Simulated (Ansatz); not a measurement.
**BiB (model cell, started as CsCl type): the cell at rest**

Wanted: the relaxed cell of BiB (model cell, started as CsCl type).

Method: DFT r2SCAN, scalar-relativistic, plane waves, PAW, in Ansatz 0.2.0.

The structure was built from a prototype and need not be the compound's stable phase.

## Step 1: Starting point

It takes space group Pm-3m (No. 221, cubic). The conventional cell has a = 3.122 Å, b = 3.122 Å, c = 3.122 Å, α = 90.00°, β = 90.00°, γ = 90.00°. Nearest to B lie 8 Bi at 2.70 Å. Nearest to Bi lie 8 B at 2.70 Å. Farther neighbours are not listed.

## Step 2: A coarse first look

A quick single point on a coarse mesh tells whether the cell has a gap and how far it is from rest, which sets the k mesh and smearing that follow.

Contents of input.yaml:

```yaml
crystal:
  lattice:
    - [3.12231, 0.0, 0.0]
    - [0.0, 3.12231, 0.0]
    - [0.0, 0.0, 3.12231]
  atoms:
    - { symbol: B, position: [0.0, 0.0, 0.0] }
    - { symbol: Bi, position: [0.5, 0.5, 0.5] }
kpoints:
  mp_grid: { grid: [6, 6, 6] }
hamiltonian:
  xc: r2scan
scf:
  occupations: { method: gaussian, width: 0.1 }
output:
  forces: true
  stress: true
  eigenvalues: true
```

The run is started by

```
$ ansatz run input.yaml --threads 4 --pin off --max-ram 7168MiB --backend cpu --events-out ev --progress --plain --runs-dir out
```

Numbers of over 12 decimals in the logs are rounded to 6 here.

Log:

```text
Engine: ansatz 0.2.0, aarch64-unknown-linux-gnu
Pseudopotentials: kind: paw
Pseudopotential: B, paw, valence charge 3, recommended cutoff 500 eV (meta_gga), B.paw.azcp
Pseudopotential: Bi, paw, valence charge 15, recommended cutoff 500 eV (meta_gga), Bi.paw.azcp
Functional definition: r2SCAN
  parameter k0 = 0.174
  parameter k1 = 0.065
  parameter a1 = 4.9479
  exchange = r2scan_x(k0 = k0, k1 = k1, a1 = a1)
[...]
k-point 0: bands = [... 5 lower, -1.1938, 14.3213, 14.3838, 14.3838, 14.3838, 21.9688, 21.9688, 26.1490, ... 4 higher]
  k-point 1: bands = [... 5 lower, -0.7326, 10.8620, 14.9014, 14.9014, 16.2316, 22.2090, 23.0766, 24.8568, ... 4 higher]
  k-point 2: bands = [... 5 lower, 0.6166, 7.1406, 16.3496, 16.3496, 17.4129, 21.2449, 22.0522, 22.0522, ... 4 higher]
  k-point 19: bands = [... 5 lower, 7.8988, 11.0070, 12.6374, 12.6374, 12.6374, 13.7419, 13.7419, 13.7419, ... 4 higher]
[key lines of the parts left out:]
SCF converged after 6 iterations
Free energy (F): -12563.732642 eV
Fermi energy:    15.069815 eV
P = ⅓ Tr σ = 26.6515 GPa (266.515 kbar)
```

It took 0.85 s on 4 threads of Arm Neoverse V1, shared host; peak memory 0.34 GiB.

Numbers from this step:

```
pressure          : 26.65 GPa
volume per atom   : 15.22 Å³
gap on the k-mesh : 0 eV
```

The coarse mesh shows no gap and a pressure of 26.7 GPa.

## Step 3: Coarse relaxation

The start is far from rest, so a relaxation with loose tolerances brings it close first.

input.yaml, as its differences from that of step 2:

```diff
@@ -18 +18,6 @@
   eigenvalues: true
+relax:
+  adjacent_minimum: "off"
+  f_tol: 0.05
+  max_steps: 80
+  cell: { stress_tol: 0.5 }
```

Log:

```text
[...]
Crystal: 2 atoms, lattice volume = 30.439 Å³
Basis set: ecut = 500 eV, 751 PW (Γ), exchange–correlation on 96×96×96 points (64 copies of the dense FFT grid, shifted against one another)
Bands: 13, of which v1, the nominal top of the filled ones, is band 9 counted from 1 (8 counted from 0)
Symmetry: 48 space group operations
[...]
k-points: 20 of 216
[...]
--- Relaxed structure (4 steps of the walk, 4 accepted, 1 SCFs on fresh bases) ---
  F+E_penalty+E_count = -12564.24036271 eV   max|allowed force component| = 6.311e-30 eV/Å   (the final SCF, on the basis selected at the relaxed cell)
  cell:  # Å, volume = 37.8069 Å³
    - [3.356271, 0, 0]
    - [0, 3.356271, 0.0]
    - [0, 0.0, 3.356271]
  atoms:
    - { symbol: B, position: [0, 0, 0] }
    - { symbol: Bi, position: [0.5, 0.5, 0.5] }
[key lines of the parts left out:]
SCF converged after 5 iterations
Free energy (F): -12564.240363 eV
Fermi energy:    11.372232 eV
P = ⅓ Tr σ = 0.0283 GPa (0.283 kbar)
```

It took 3.6 s on 4 threads; peak memory 0.38 GiB.

Step by step:

```csv
step,energy less that of the first step (eV),largest force component (eV/Å),pressure (GPa),volume (Å³)
1,0.0000,0.0000,26.65,30.44
2,-0.4529,0.0000,6.70,35.11
3,-0.5012,0.0000,1.72,37.02
4,-0.5052,0.0000,0.00,37.81
5*,-0.5077,0.0000,0.03,37.81
```

Relaxation steps marked * repeat the geometry before them on a plane-wave basis chosen anew for their cell, so energy and pressure can jump there.

Forces are held to the 48 operations that the run works with; a distortion that breaks them can't arise in this run.

```csv
"conventional cell, symmetrised",before,after,change
a (Å),3.122,3.356,+7.5 %
b (Å),3.122,3.356,+7.5 %
c (Å),3.122,3.356,+7.5 %
volume (Å³/atom),15.22,18.90,+24.2 %
```

The relaxed structure:

```
B Bi
1.0
     3.35627    0.00000    0.00000
     0.00000    3.35627    0.00000
     0.00000    0.00000    3.35627
B Bi
1 1
Direct
  0.00000 0.00000 0.00000
  0.50000 0.50000 0.50000
```

Numbers from this step:

* pressure: 0.02831 GPa
* volume per atom: 18.90 Å³

In this step the volume went from 15.22 to 18.90 Å³/atom.

## Step 4: Relaxation

Harmonic phonons are second derivatives at a point where the forces vanish, and they are wanted at zero stress, so atoms and cell are relaxed first.

input.yaml, the sections that differ from step 3:

```yaml
crystal:
  lattice:
    - [3.3562707582, 0.0, 0.0]
    - [0.0, 3.3562707582, 0.0]
    - [0.0, 0.0, 3.3562707582]
  atoms:
    - { symbol: B, position: [0.0, 0.0, 0.0] }
    - { symbol: Bi, position: [0.5, 0.5, 0.5] }
kpoints:
  mp_grid: { grid: [12, 12, 12] }
relax:
  adjacent_minimum: "off"
  f_tol: 0.005
  max_steps: 80
  cell: { stress_tol: 0.05 }
# hamiltonian, scf, output: as in step 3
```

Log:

```text
[...]
Crystal: 2 atoms, lattice volume = 37.807 Å³
Basis set: ecut = 500 eV, 949 PW (Γ), exchange–correlation on 100×100×100 points (64 copies of the dense FFT grid, shifted against one another)
Bands: 13, of which v1, the nominal top of the filled ones, is band 9 counted from 1 (8 counted from 0)
Symmetry: 48 space group operations
[...]
k-points: 84 of 1728
[...]
SCF iter   1: F=—  HF=-12564.177407 eV  |F-HF|=—  |Δ(HF+E_count)|=         —  Δρ=4.54e-3  dr2=1.08e-2  dr2_τ=7.82e-3  ethr=1.77e-3  ⟨swp⟩=5.2  Hψ=13183  notcnv=0  defer=76
[...]
SCF iter   6: F=-12564.198543 eV  HF=-12564.198543 eV  |F-HF|=8.92e-8  |Δ(HF+E_count)|=   8.39e-7  Δρ=1.16e-5  dr2=4.60e-8  dr2_τ=6.11e-10  ethr=5.56e-10  ⟨swp⟩=10.4  Hψ=8113  notcnv=0
SCF 1 converged in 6 iterations: F = -12564.198543 eV  dr2 = 4.60e-8
[...]
relax step   1: F+E_penalty+E_count = -12564.19854345 eV  Δ(F+E_penalty+E_count) = +0.000e0 eV  max|allowed force component| = 1.853e-28 eV/Å  Δτ_max = 0.0000 Å  P = -0.472 GPa  Ω = 37.807 Å³  (6 SCF iters, dr2 threshold 1.00e-7 eV, accepted)
Crystal: 2 atoms, lattice volume = 37.155 Å³
Bands: 17, of which v1, the nominal top of the filled ones, is band 9 counted from 1 (8 counted from 0)
[...]
SCF iter   6: F=-12564.197902 eV  HF=-12564.197902 eV  |F-HF|=4.88e-9  |Δ(HF+E_count)|=   3.31e-7  Δρ=2.93e-6  dr2=1.96e-9  dr2_τ=5.96e-10  ethr=1.11e-9  ⟨swp⟩=4.4  Hψ=5405  notcnv=0
SCF 2 converged in 6 iterations: F = -12564.197902 eV  dr2 = 1.96e-9
relax step   2: F+E_penalty+E_count = -12564.19790170 eV  Δ(F+E_penalty+E_count) = +6.417e-4 eV  max|allowed force component| = 6.275e-29 eV/Å  Δτ_max = 0.0000 Å  P = +0.861 GPa  Ω = 37.155 Å³  energy of the carried Pulay correction = +1.029e-4 eV  (6 SCF iters, dr2 threshold 2.00e-7 eV, rejected (line search))
Crystal: 2 atoms, lattice volume = 37.573 Å³
[...]
SCF iter   8: F=-12564.198935 eV  HF=-12564.198935 eV  |F-HF|=3.64e-12  |Δ(HF+E_count)|=  4.00e-11  Δρ=1.55e-7  dr2=1.75e-11  dr2_τ=2.13e-13  ethr=1.00e-12  ⟨swp⟩=7.0  Hψ=5655  notcnv=0
SCF 3 converged in 8 iterations: F = -12564.198935 eV  dr2 = 1.75e-11
relax step   3: F+E_penalty+E_count = -12564.19893461 eV  Δ(F+E_penalty+E_count) = -3.912e-4 eV  max|allowed force component| = 2.472e-29 eV/Å  Δτ_max = 0.0000 Å  P = -0.010 GPa  Ω = 37.573 Å³  energy of the carried Pulay correction = +3.665e-5 eV  (8 SCF iters, accepted)
[...]
SCF iter   4: F=-12564.198898 eV  HF=-12564.198898 eV  |F-HF|=5.46e-12  |Δ(HF+E_count)|=  1.51e-10  Δρ=5.66e-8  dr2=1.61e-12  dr2_τ=1.02e-13  ethr=1.00e-12  ⟨swp⟩=7.7  Hψ=6773  notcnv=0
SCF 4 converged in 4 iterations: F = -12564.198898 eV  dr2 = 1.61e-12
relax step   4: F+E_penalty+E_count = -12564.19889822 eV  Δ(F+E_penalty+E_count) = +3.639e-5 eV  max|allowed force component| = 4.970e-29 eV/Å  Δτ_max = 0.0000 Å  P = -0.011 GPa  Ω = 37.573 Å³  stress off target by 1.10e-2 GPa  SCF on the basis re-selected at this cell (its energy is not comparable with the rows above)  (4 SCF iters)
basis re-selected at this cell: Δ(F+E_penalty+E_count) = +3.639e-5 eV, ΔP = -0.001 GPa vs the last step (what re-selecting the basis moved, of the pressure what is left beyond the Pulay correction that the steps carried, after the strain that the cell walked since its last selection, with what the two solves' SCF thresholds leave and, on support functions, any second-order correction that the steps lacked; it is no m [...]
SCF converged after 4 iterations
Free energy (F): -12564.198898 eV
[...]
Internal energy: -12564.193848 eV  (E = F + TS)
E sigma→0 (E₀):  -12564.196373 eV
Entropy (-TS):   -0.005050 eV (-2.525 meV/atom)
Fermi energy:    11.837601 eV
[...]
--- Stress (GPa, compression-positive) ---
       -0.011015      -0.000000      -0.000000
       -0.000000      -0.011015       0.000000
        0.000000       0.000000      -0.011015
  P = ⅓ Tr σ = -0.0110 GPa (-0.110 kbar)
--- Band table (eV; the first three rows and the last of 84) ---
  k-point 0: bands = [... 5 lower, -2.9678, 9.1609, 11.0371, 11.0371, 11.0371, 18.0304, 18.0304, 20.1408, ... 4 higher]
  k-point 1: bands = [... 5 lower, -2.8744, 8.5329, 11.1429, 11.1429, 11.2889, 18.1007, 18.3492, 19.9047, ... 4 higher]
  k-point 2: bands = [... 5 lower, -2.5967, 7.2275, 11.4564, 11.4564, 11.6996, 18.2210, 18.3118, 19.2309, ... 4 higher]
  k-point 83: bands = [... 5 lower, 3.2597, 7.3246, 9.4936, 9.4936, 9.4936, 10.6217, 10.6217, 10.6217, ... 4 higher]
--- Relaxed structure (3 steps of the walk, 2 accepted, 1 SCFs on fresh bases) ---
[...]
cell:  # Å, volume = 37.5733 Å³
    - [3.349343, 0, 0.0]
    - [0, 3.349343, 0.0]
    - [0.0, 0.0, 3.349343]
  atoms:
    - { symbol: B, position: [0, 0, 0.0] }
    - { symbol: Bi, position: [0.500000, 0.500000, 0.500000] }
```

Wall time 9.1 s (4 threads); peak memory 0.45 GiB; 34 s of CPU time.

Step by step:

```csv
step,energy less that of the first step (eV),largest force component (eV/Å),pressure (GPa),volume (Å³)
1,0.0000,0.0000,-0.47,37.81
2,0.0006,0.0000,0.86,37.15
3,-0.0004,0.0000,-0.01,37.57
4*,-0.0004,0.0000,-0.01,37.57
```

Relaxation steps marked * repeat the geometry before them on a plane-wave basis chosen anew for their cell, so energy and pressure can jump there. Relaxation step 2 was tried and not accepted.

Forces are held to the 48 operations that the run works with; a distortion that breaks them can't arise in this run.

```csv
"conventional cell, symmetrised",before,after,change
a (Å),3.356,3.349,-0.2 %
b (Å),3.356,3.349,-0.2 %
c (Å),3.356,3.349,-0.2 %
volume (Å³/atom),18.90,18.79,-0.6 %
```

The relaxed structure:

```xyz
2
Lattice="3.3493 0.0000 0.0000 0.0000 3.3493 0.0000 0.0000 0.0000 3.3493" Properties=species:S:1:pos:R:3 pbc="T T T"
B     0.0000    0.0000    0.0000
Bi    1.6747    1.6747    1.6747
```

Numbers from this step:

```yaml
pressure: -0.01102 GPa
volume_per_atom: 18.79 Å³
```

In this step the volume went from 18.90 to 18.79 Å³/atom.

## Step 5: Tight relaxation

Phonons need a cell at rest on their own settings, so the relaxation is repeated with tight tolerances on forces and stress on the k mesh and occupations of the first response run.

input.yaml, the sections that differ from step 4:

```yaml
crystal:
  lattice:
    - [3.3493432152, 0.0, 0.0]
    - [0.0, 3.3493432152, 0.0]
    - [0.0, 0.0, 3.3493432152]
  atoms:
    - { symbol: B, position: [0.0, 0.0, 0.0] }
    - { symbol: Bi, position: [0.5, 0.5, 0.5] }
scf:
  occupations: { method: methfessel_paxton, width: 0.2 }
relax:
  adjacent_minimum: "off"
  f_tol: 0.001
  max_steps: 60
  cell: { stress_tol: 0.01 }
# kpoints, hamiltonian, output: as in step 4
```

Log:

```text
[...]
Crystal: 2 atoms, lattice volume = 37.573 Å³
Basis set: ecut = 500 eV, 949 PW (Γ), exchange–correlation on 100×100×100 points (64 copies of the dense FFT grid, shifted against one another)
Bands: 13, of which v1, the nominal top of the filled ones, is band 9 counted from 1 (8 counted from 0)
Symmetry: 48 space group operations
[...]
k-points: 84 of 1728
[...]
k-point 83: bands = [... 5 lower, 3.2675, 7.3300, 9.4988, 9.4988, 9.4988, 10.6263, 10.6263, 10.6263, ... 4 higher]
--- Relaxed structure (3 steps of the walk, 2 accepted, 1 SCFs on fresh bases) ---
[...]
cell:  # Å, volume = 37.5591 Å³
    - [3.348921, 0.0, 0]
    - [0, 3.348921, 0.0]
    - [0, 0.0, 3.348921]
  atoms:
    - { symbol: B, position: [0, 0.0, 0] }
    - { symbol: Bi, position: [0.5, 0.5, 0.5] }
[key lines of the parts left out:]
SCF converged after 4 iterations
Free energy (F): -12564.196181 eV
Fermi energy:    11.852443 eV
P = ⅓ Tr σ = -0.0006 GPa (-0.006 kbar)
```

The job ended after 9.1 s (4 threads; peak memory 0.45 GiB).

Little changed from the start: no atom moved by 0.005 Å and no cell edge by 0.1 %.

This step gave:

| Property | Result |
| --- | --- |
| pressure | -5.90e-4 GPa |
| volume per atom | 18.78 Å³ |

The forces vanish by symmetry and the pressure is -0.001 GPa, within the tolerances set. The cell now holds 18.78 Å³/atom.

## Step 6: What came out

```
space group after relaxation (within 0.01 Å) : Pm-3m
lattice constant a                           : 3.349 Å
lattice constant b                           : 3.349 Å
lattice constant c                           : 3.349 Å
volume per atom                              : 18.8 Å³
```

In words: The forces vanish by symmetry and the pressure is -0.001 GPa, within the tolerances set. The cell now holds 18.78 Å³/atom. The relaxation keeps the symmetry of its start, so it says nothing on stability against lower symmetry. Spin-orbit coupling is left out, which can matter for the heavy elements here. The starting cell was built on a prototype and not taken from a measurement, so the phase need not exist.

[Logs are printed without paths, hosts, clocks, repeated set-up lines and the standing remarks that a program may print on its own settings, such as how far it seeks lower states.]

[Hosts, paths, dates, database ids (printed as entryN), source tags and the programs' standing remarks are cut or masked in the printed files.]
